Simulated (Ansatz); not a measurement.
**Band gap of GaSi2P (zincblende [110] superlattice) (Pmn2_1) from density functionals to GW**

Wanted: a ladder of band gaps for GaSi2P (zincblende [110] superlattice) (Pmn2_1), from density functionals to G0W0.

Program: Ansatz 0.2.0. Level of theory: density functionals, hybrids and G0W0, plane waves, PAW. Results are calculated unless marked as measured.

The structure was built from a prototype and need not be the compound's stable phase.

## (1) The starting structure

It takes space group Pmn2_1 (No. 31, orthorhombic). The conventional cell has a = 3.842 Å, b = 7.684 Å, c = 5.438 Å, α = 90.00°, β = 90.00°, γ = 90.00°. Ga has 3 P at 2.37 Å and 1 Si at 2.41 Å nearest. Nearest to P lie 1 Si at 2.27 Å and 3 Ga at 2.37 Å. Nearest to Si lie 1 P at 2.27 Å and 3 Si at 2.35 Å. Si has 3 Si at 2.35 Å and 1 Ga at 2.41 Å nearest. It derives from GaP. Farther neighbours are not listed.

Coordinates:

```cif
data_structure
_symmetry_space_group_name_H-M 'P 1'
_symmetry_Int_Tables_number 1
_cell_length_a 3.8422
_cell_length_b 5.4375
_cell_length_c 7.6838
_cell_angle_alpha 90.000
_cell_angle_beta 90.000
_cell_angle_gamma 90.000
_cell_volume 160.53
loop_
_atom_site_label
_atom_site_type_symbol
_atom_site_fract_x
_atom_site_fract_y
_atom_site_fract_z
_atom_site_occupancy
Ga1 Ga 0.00000 0.01055 0.11957 1
P2 P 0.50000 0.26586 0.12631 1
Ga3 Ga 0.50000 0.51055 0.38151 1
P4 P 0.00000 0.76586 0.37477 1
Si5 Si 0.00000 0.98756 0.62519 1
Si6 Si 0.50000 0.23603 0.62752 1
Si7 Si 0.50000 0.48756 0.87589 1
Si8 Si 0.00000 0.73603 0.87356 1
```

The structure was relaxed with PBEsol. The runs that relaxed it are not among those shown.

The logs state that the PAW files were generated under PBE.

## (2) PBEsol on the 6×4×4 mesh

Levels along a band path and on the mesh show where this functional puts the band edges.

This step: DFT, PBEsol, plane waves, PAW; PAW set soft_1.

input.yaml

```yaml
crystal:
  lattice:
    - [3.8421553024, 0.0, 0.0]
    - [0.0, 5.4375168448, -2.7834e-06]
    - [0.0, -3.9364e-06, 7.6837588716]
  atoms:
    - { symbol: Ga, position: [0.0, 0.0105503467, 0.1195680423] }
    - { symbol: P, position: [0.5, 0.265858019, 0.1263065394] }
    - { symbol: Ga, position: [0.5, 0.5105504621, 0.3815065334] }
    - { symbol: P, position: [0.0, 0.7658579839, 0.3747682615] }
    - { symbol: Si, position: [0.0, -0.0124352107, 0.625188481] }
    - { symbol: Si, position: [0.5, 0.2360271271, 0.6275191079] }
    - { symbol: Si, position: [0.5, 0.4875643784, 0.8758866051] }
    - { symbol: Si, position: [0.0, 0.7360268935, 0.873555144] }
kpoints:
  mp_grid: { grid: [6, 4, 4] }
  band_path:
    path:
      - [0.0, 0.0, 0.0]
      - [-0.5, 0.0, 0.0]
      - [-0.5, 0.0, 0.5]
      - [0.0, 0.0, 0.5]
      - [0.0, 0.0, 0.0]
      - [0.0, -0.5, 0.5]
      - [-0.5, -0.5, 0.5]
      - [-0.5, 0.0, 0.0]
      - [-0.5, -0.5, 0.0]
      - [0.0, -0.5, 0.0]
      - [0.0, 0.0, 0.0]
    npoints: 10
hamiltonian:
  xc: pbesol
  pseudopotentials: { kind: paw, azcp: { folder: soft_1 }, xc_functional: pbe }
scf:
  occupations: { method: fermi_dirac, width: 0.02 }
  n_extra_bands: 6
output:
  eigenvalues: true
  forces: true
  stress: true
```

The run is started by

```bash
ansatz run input.yaml --threads 32 --pin off --max-ram 82944MiB --backend cuda --events-out ev --progress --plain --runs-dir out --devices 1 --max-vram 78GiB
```

Numbers of over 12 decimals in the logs are rounded to 6 here.

The program printed:

```text
Warning: the atoms were moved onto the symmetric positions of the space group found under crystal.symmetry.tolerance 1.0e-5 (fractional; no operation is sought that the atoms, as they stand in a round, miss by more than twice it, and no atom is moved by as much as it), and the run uses the moved positions. Before a round's move an operation carried an atom to 3.85e-6 Å from where it should land, the largest such dist [...]
scf.n_extra_bands = 6 over 26 filled bands (N_el = 52.0): the run solves 32 bands
GPUs: using 1 of 1 available (devices: 1).
Engine: ansatz 0.2.0, aarch64-unknown-linux-gnu
Pseudopotentials: kind: paw
Pseudopotential: Ga, paw, valence charge 13, recommended cutoff 420 eV (normal), soft_1/Ga.paw.azcp
Pseudopotential: P, paw, valence charge 5, recommended cutoff 420 eV (normal), soft_1/P.paw.azcp
Pseudopotential: Si, paw, valence charge 4, recommended cutoff 420 eV (normal), soft_1/Si.paw.azcp
Functional definition: PBEsol
  exchange = pbesol_x
  correlation = pbesol_c
device memory: the entry about to start is reckoned to put 3.2 GiB on a device that reports 113.6 GiB free (of which the cap on the GPU budget leaves the run 78.0 GiB)
GPU FFT provider: cuFFT
GPU libraries: cuBLAS 13.8.1, cuFFT 12.4.0, cuSOLVER 12.3.2
GPU matrix products: emulated (plane waves: as basis.precision tells), large ones in fixed point in workspaces of 1.00 GiB
Crystal: 8 atoms, lattice volume = 160.527 Å³
Basis set: ecut = 420 eV, 3115 PW (Γ), exchange–correlation on 54×80×108 points (8 copies of the dense FFT grid, shifted against one another)
Bands: 32, of which v1, the nominal top of the filled ones, is band 26 counted from 1 (25 counted from 0)
Symmetry: 4 space group operations
Space group: Pmn21 (ITA 31), of the structure as read, at distance tolerance 5.4e-5 Å
k-points: 36 of 96 (time reversal used)
Non-local potential: Ga, projectors of the file, l = 0: 2, l = 1: 2, l = 2: 3, l = 3: 1
Non-local potential: P, projectors of the file, l = 0: 2, l = 1: 2, l = 2: 1
Non-local potential: Si, projectors of the file, l = 0: 2, l = 1: 2, l = 2: 1
PAW form: soft (Blöchl's): semilocal exchange-correlation on the pseudo side does not see the compensation charge
PAW frozen core: Ga, regenerated for the run's functional, and the local potential with it (the file was generated under x = pbe(κ = 0.804, μ = 0.219515), c = pbe(β = 0.066725))
PAW frozen core: P, regenerated for the run's functional, and the local potential with it (the file was generated under x = pbe(κ = 0.804, μ = 0.219515), c = pbe(β = 0.066725))
PAW frozen core: Si, regenerated for the run's functional, and the local potential with it (the file was generated under x = pbe(κ = 0.804, μ = 0.219515), c = pbe(β = 0.066725))
PAW one-centre angular grid: Ga, 590 points (default); XC on 64 Gauss nodes
PAW one-centre angular grid: P, 110 points (default); XC on 64 Gauss nodes
PAW one-centre angular grid: Si, 110 points (default); XC on 64 Gauss nodes
Initial density: superposition of atomic densities (chi_scale 0.1, normalization cell, long waves kept (reshape's long-wave potential 0.06 eV rms))
Initial wavefunctions: pseudopotential atomic-orbital guess
GPU buffer pool allocated for 58320 grid points (all kernels)
GPU transforms: local potential and band sums: pruned to the plane-wave sphere, on 25×40×54
Functional: x = pbesol(κ = 0.804, μ = 0.123457), c = pbesol(β = 0.046)
SCF iter   1: F=—  HF=-11454.711657 eV  |F-HF|=—  |Δ(HF+E_count)|=         —  Δρ=4.52e-2  dr2=3.08e0  ethr=3.10e-3  ⟨swp⟩=8.9  Hψ=6550  notcnv=0
preconditioner: auto → Resta (q_TF=auto, 2.261 Å⁻¹)  ε∞=4.5  [insulator: Δε(μ)=1.079 eV  Ē_g=11.344 eV  σ=0.020 eV  W_gap=1.00  n_scr=32 (ndim 8)  ℏωp=21.1 eV  f_vac=0.000  D(μ)=0.00/eV (n_scr^D=0)  ε∞_Penn≈4.5]
SCF iter   2: F=—  HF=-11454.115197 eV  |F-HF|=—  |Δ(HF+E_count)|=   5.96e-1  Δρ=2.60e-2  dr2=9.31e-1  ethr=3.10e-3  ⟨swp⟩=3.4  Hψ=1952  notcnv=0  defer=54
SCF iter   3: F=—  HF=-11453.916463 eV  |F-HF|=—  |Δ(HF+E_count)|=   1.99e-1  Δρ=5.60e-3  dr2=3.90e-2  ethr=1.79e-3  ⟨swp⟩=2.8  Hψ=2238  notcnv=0  defer=54
SCF iter   4: F=—  HF=-11453.882497 eV  |F-HF|=—  |Δ(HF+E_count)|=   3.40e-2  Δρ=1.83e-3  dr2=7.79e-3  ethr=7.50e-5  ⟨swp⟩=3.6  Hψ=2427  notcnv=0  defer=54
SCF iter   5: F=—  HF=-11453.882990 eV  |F-HF|=—  |Δ(HF+E_count)|=   4.93e-4  Δρ=6.95e-4  dr2=9.13e-4  ethr=1.50e-5  ⟨swp⟩=2.3  Hψ=2369  notcnv=0  defer=54
SCF iter   6: F=—  HF=-11453.883797 eV  |F-HF|=—  |Δ(HF+E_count)|=   8.08e-4  Δρ=1.19e-4  dr2=2.65e-5  ethr=1.76e-6  ⟨swp⟩=2.4  Hψ=1818  notcnv=0  defer=54
SCF iter   7: F=—  HF=-11453.883878 eV  |F-HF|=—  |Δ(HF+E_count)|=   8.08e-5  Δρ=1.91e-5  dr2=5.21e-7  ethr=5.09e-8  ⟨swp⟩=2.0  Hψ=1723  notcnv=0  defer=54
SCF iter   8: F=-11453.883879 eV  HF=-11453.883879 eV  |F-HF|=3.59e-8  |Δ(HF+E_count)|=   1.11e-6  Δρ=5.38e-6  dr2=3.74e-8  ethr=1.92e-10  ⟨swp⟩=15.0  Hψ=6346  notcnv=0
SCF 1 converged in 8 iterations: F = -11453.883879 eV  dr2 = 3.74e-8
[...]
device memory: the entry about to start is reckoned to put 6.1 GiB on a device that reports 113.6 GiB free (of which the cap on the GPU budget leaves the run 78.0 GiB)
NSCF: frozen V_eff on 101 k-points, pencils in batches of 32, up to order 144
SCF converged after 8 iterations
Free energy (F): -11453.883879 eV
Harris-Foulkes:  -11453.883879 eV  (|F-HF|=3.59e-8)
Internal energy: -11453.883879 eV  (E = F + TS)
E sigma→0 (E₀):  -11453.883879 eV
Fermi energy:    7.138370 eV
--- Per-component energies (eV) ---
  E_band       = -111.462378
  E_kinetic    = 524.222594
  E_local      = -4167.415286  (includes V_loc(G=0)·N_el)
  E_nonlocal   = -27.965393
  E_hartree    = 2410.216566
  E_xc         = -494.193566
  E_vxc        = -426.148250  (∫ρ·V_xc dr)
  E_paw        = -6980.714146  (= ΣΔE_a)
  E_vpaw       = -834.584957  (= ΣTr[D̂ρ^β])
  E_aug_tail   = -0.000261  (compensation charges beyond the density's cutoff)
  E_ewald      = -2719.978781
  E_core_change = 1.944393  (= ΣΔE_core)
  E_smearing   = -0.000000  (= −TS)
  E_closure    = -0.000000  (closes the sum)
  Σ components = -11453.883879   (vs F -11453.883879, Δ=0.00e0)
--- Forces (eV/Å), atoms counted from 1 ---
  atom   1  Ga    -0.00000000    -0.00054783    -0.00261128
  atom   2  P      0.00000000    -0.00010677     0.00186355
  atom   3  Ga    -0.00000000    -0.00054783     0.00261128
  atom   4  P      0.00000000    -0.00010677    -0.00186355
  atom   5  Si    -0.00000000    -0.00030775    -0.00002986
  atom   6  Si     0.00000000     0.00098361    -0.00013235
  atom   7  Si    -0.00000000    -0.00030775     0.00002986
  atom   8  Si    -0.00000000     0.00098361     0.00013235
  max |Σ_I F_I| component: 4.25e-5 eV/Å
--- Stress (GPa, compression-positive) ---
        0.023261      -0.000000      -0.000000
       -0.000000       0.009589       0.000000
       -0.000000       0.000000      -0.014428
  P = ⅓ Tr σ = 0.0061 GPa (0.061 kbar)
--- Band table (eV; the first three rows and the last of 36) ---
  k-point 0: bands = [... 22 lower, 5.3998, 6.6078, 6.7042, 6.7380, 7.5829, 7.7250, 8.8208, 9.4865, ... 2 higher]
  k-point 1: bands = [... 22 lower, 5.5512, 5.8863, 6.2223, 6.6647, 7.7428, 8.7400, 8.7712, 9.5309, ... 2 higher]
  k-point 2: bands = [... 22 lower, 5.0133, 5.3671, 6.2442, 6.5046, 7.9197, 8.4114, 9.6423, 9.7575, ... 2 higher]
  k-point 35: bands = [... 22 lower, 4.4324, 4.4324, 4.7441, 4.7441, 9.6459, 9.6459, 9.9373, 9.9373, ... 2 higher]
```

The job ended after 1.7 s (1 × NVIDIA GB200 (shared by 2 runs) with 32 threads of Arm Neoverse V2, shared host; peak memory 1 GiB; 5 s of CPU time).

Numbers from this step:

```
pressure             : 0.006141 GPa
filled bands         : 26
gap                  : 0.7755 eV
valence top at       : Γ
conduction bottom at : k = (0.000, -0.150, 0.000)
least direct gap     : 0.8450 eV
```

Over mesh and path the gap is 0.775 eV, from k = Γ to k = (0.000, -0.150, 0.000). The least direct gap found is 0.845 eV, at k = Γ. On the 6×4×4 mesh alone the same run gives 0.822 eV, so that mesh misses an edge of PBEsol: 0.822 − 0.775 = +0.047 eV. The program's warnings for this run: structure snapped to symmetry.

## (3) PBEsol+SOC on the 6×4×4 mesh

This run has two-component orbitals with spin-orbit coupling.

This step: DFT, PBEsol with spin-orbit coupling, plane waves, PAW; PAW set soft_1.

input.yaml, the sections that differ from step 2:

```yaml
kpoints:
  mp_grid: { grid: [6, 4, 4] }
  band_path:
    path:
      - [0.0, 0.0, 0.0]
      - [-0.5, 0.0, 0.0]
      - [-0.5, 0.0, 0.5]
      - [0.0, 0.0, 0.5]
      - [0.0, -0.5, 0.5]
      - [-0.5, -0.5, 0.5]
      - [-0.5, -0.5, 0.0]
      - [0.0, -0.5, 0.0]
      - [0.0, -0.15, 0.0]
    npoints: 1
hamiltonian:
  xc: pbesol
  pseudopotentials: { kind: paw_fr, azcp: { folder: soft_1 }, xc_functional: pbe }
scf:
  occupations: { method: fermi_dirac, width: 0.02 }
  n_extra_bands: 12
magnetization:
  noncollinear: true
  spin_orbit: true
# crystal, output: as in step 2
```

The program printed:

```text
[...]
GPUs: using 1 of 1 available (devices: 1).
[...]
SCF 1 converged in 9 iterations: F = -11454.050757 eV  dr2 = 1.33e-8
[...]
NSCF: frozen V_eff on 9 k-points
SCF converged after 9 iterations
Magnetization: |M| = 0.0000 μB,  M = (+0.0000, +0.0000, +0.0000) μB
Absolute magnetization: 0.0000 μB (∫|m|)
  site 0: m = (+0.0000, +0.0000, +0.0000) μB, |m| = 0.0000 μB  (R = 0.98 Å)
  site 1: m = (+0.0000, +0.0000, +0.0000) μB, |m| = 0.0000 μB  (R = 0.94 Å)
  site 2: m = (+0.0000, +0.0000, +0.0000) μB, |m| = 0.0000 μB  (R = 0.98 Å)
  site 3: m = (+0.0000, +0.0000, +0.0000) μB, |m| = 0.0000 μB  (R = 0.94 Å)
  site 4: m = (+0.0000, +0.0000, +0.0000) μB, |m| = 0.0000 μB  (R = 0.94 Å)
  site 5: m = (+0.0000, +0.0000, +0.0000) μB, |m| = 0.0000 μB  (R = 0.97 Å)
  site 6: m = (+0.0000, +0.0000, +0.0000) μB, |m| = 0.0000 μB  (R = 0.94 Å)
  site 7: m = (+0.0000, +0.0000, +0.0000) μB, |m| = 0.0000 μB  (R = 0.97 Å)
Free energy (F): -11454.050757 eV
[...]
Internal energy: -11454.050757 eV  (E = F + TS)
E sigma→0 (E₀):  -11454.050757 eV
Fermi energy:    7.143231 eV
[...]
--- Forces (eV/Å), atoms counted from 1 ---
  atom   1  Ga    -0.00000000    -0.00053445    -0.00243512
  atom   2  P      0.00000000    -0.00089965     0.00267738
  atom   3  Ga    -0.00000000    -0.00053445     0.00243512
  atom   4  P      0.00000000    -0.00089965    -0.00267738
  atom   5  Si    -0.00000000    -0.00023475    -0.00004558
  atom   6  Si     0.00000000     0.00167617    -0.00102480
  atom   7  Si    -0.00000000    -0.00023475     0.00004558
  atom   8  Si    -0.00000000     0.00167617     0.00102480
  max |Σ_I F_I| component: 1.46e-5 eV/Å
--- Stress (GPa, compression-positive) ---
        0.014745      -0.000000      -0.000000
       -0.000000       0.000822       0.000000
       -0.000000       0.000000      -0.023077
  P = ⅓ Tr σ = -0.0025 GPa (-0.025 kbar)
--- Band table (eV; the first three rows and the last of 36) ---
[...]
```

Elapsed: 2.1 s, on 1 × NVIDIA GB200 (shared by 2 runs) with 32 threads; peak memory 1.1 GiB.

Numbers from this step:

```
pressure             : -0.002503 GPa
gap                  : 0.7635 eV
valence top at       : Γ
conduction bottom at : k = (0.000, -0.150, 0.000)
least direct gap     : 0.8330 eV
```

Over mesh and listed points the gap is 0.764 eV, from k = Γ to k = (0.000, -0.150, 0.000). The least direct gap found is 0.833 eV, at k = Γ. On the 6×4×4 mesh alone the same run gives 0.810 eV, so that mesh misses an edge of PBEsol+SOC: 0.810 − 0.764 = +0.046 eV. PBEsol+SOC against PBEsol: 0.764 − 0.775 = −0.011 eV, with the same mesh, set of files (read in its fully relativistic form for the spin-orbit run) and cutoff, and both edges at the same k points. The spin-orbit run sees mesh and listed points alone, so its gap is an upper bound: the coupling can move an edge off these points, the more so as this crystal has no centre of inversion, and the change over the zone, its sign included where it is small, is not known. The program's warnings for this run: structure snapped to symmetry.

## (4) HSE06 on the 4×4×2 mesh

HSE06 mixes in a quarter of exact exchange at short range.

This step: DFT, HSE06, plane waves, PAW; PAW set soft_1.

input.yaml: that of step 3 with these lines changed.

```diff
@@ -15,3 +15,3 @@
 kpoints:
-  mp_grid: { grid: [6, 4, 4] }
+  mp_grid: { grid: [4, 4, 2] }
   band_path:
@@ -29,13 +29,8 @@
 hamiltonian:
-  xc: pbesol
-  pseudopotentials: { kind: paw_fr, azcp: { folder: soft_1 }, xc_functional: pbe }
+  xc: hse06
+  pseudopotentials: { kind: paw, azcp: { folder: soft_1 } }
 scf:
-  occupations: { method: fermi_dirac, width: 0.02 }
-  n_extra_bands: 12
-magnetization:
-  noncollinear: true
-  spin_orbit: true
+  occupations: { method: fixed }
+  n_extra_bands: 6
 output:
   eigenvalues: true
-  forces: true
-  stress: true
```

The program printed:

```text
[...]
GPUs: using 1 of 1 available (devices: 1).
[...]
Frozen-core exchange: fock
SCF iter   1: F=—  HF=-11625.955537 eV  |F-HF|=—  |Δ(HF+E_count)|=         —  Δρ=1.04e-2  dr2=7.67e-2  ethr=1.26e-7  ⟨swp⟩=9.9  Hψ=4638  notcnv=0
[...]
SCF iter   2: F=—  HF=-11625.921977 eV  |F-HF|=—  |Δ(HF+E_count)|=   3.36e-2  Δρ=1.68e-3  dr2=6.56e-3  ethr=1.26e-7  ⟨swp⟩=7.1  Hψ=3187  notcnv=0  defer=5
[...]
Stability not checked: this state was not tested for a lower state beside it, because the functional holds exact exchange (a hybrid, or Hartree-Fock), whose exchange loop this test does not read (fock_operator; see scf.lower_state_search)
Free energy (F): -11625.943594 eV
Frozen-core exchange: fock
[...]
Internal energy: -11625.943594 eV  (E = F + TS)
E sigma→0 (E₀):  -11625.943594 eV
Fermi energy:    6.427950 eV
[...]
--- Band table (eV; the first three rows and the last of 18) ---
[...]
```

Run time: 6.5 s. Hardware: 1 × NVIDIA GB200 (shared by 2 runs) with 32 threads; peak memory 1.7 GiB; 37 s of CPU time.

Numbers from this step:

| Item | Value |
| --- | --- |
| gap | 1.515 eV |
| valence top at | Γ |
| conduction bottom at | k = (0.000, -0.150, 0.000) |
| least direct gap | 1.581 eV |
| exact-exchange fraction | 0.25 |

Over mesh and listed points the gap is 1.515 eV, from k = Γ to k = (0.000, -0.150, 0.000). The least direct gap found is 1.581 eV, at k = Γ. On the 4×4×2 mesh alone the same run gives 1.553 eV, so that mesh misses an edge of HSE06: 1.553 − 1.515 = +0.038 eV. HSE06 against PBEsol: 1.515 − 0.775 = +0.740 eV. The runs also differ in mesh (6×4×4 and 4×4×2), so how much of this comes from the functional alone is not known. The program's warnings for this run: structure snapped to symmetry.

(Continued in part 2 of 2.)

[Paths, hosts, dates, memory and timing lines, banners, echoed tables and standing remarks are left out of the program output.]

[Logs are printed without paths, hosts, clocks, repeated set-up lines and the standing remarks that a program may print on its own settings, such as how far it seeks lower states.]

[Runs of the session that timed out or met a known fault of the program may be left out.]

[Cells called generated may have been cut or substituted from an entry of the Crystallography Open Database or the Materials Project.]

[Hosts, paths, dates, database ids (printed as entryN), source tags and the programs' standing remarks are cut or masked in the printed files.]

[Where an RPA ε∞ is given, it is that of the G0W0 mesh and is not shown converged in it. Names of k-points follow the symmetry that the program found, which can be lower than the space group named. Band edges on a path are those of the sampled points; other points can move an edge, and change direct to indirect where valleys lie close.]

[Hybrid gaps are those of their k-mesh and are not shown converged in it.]
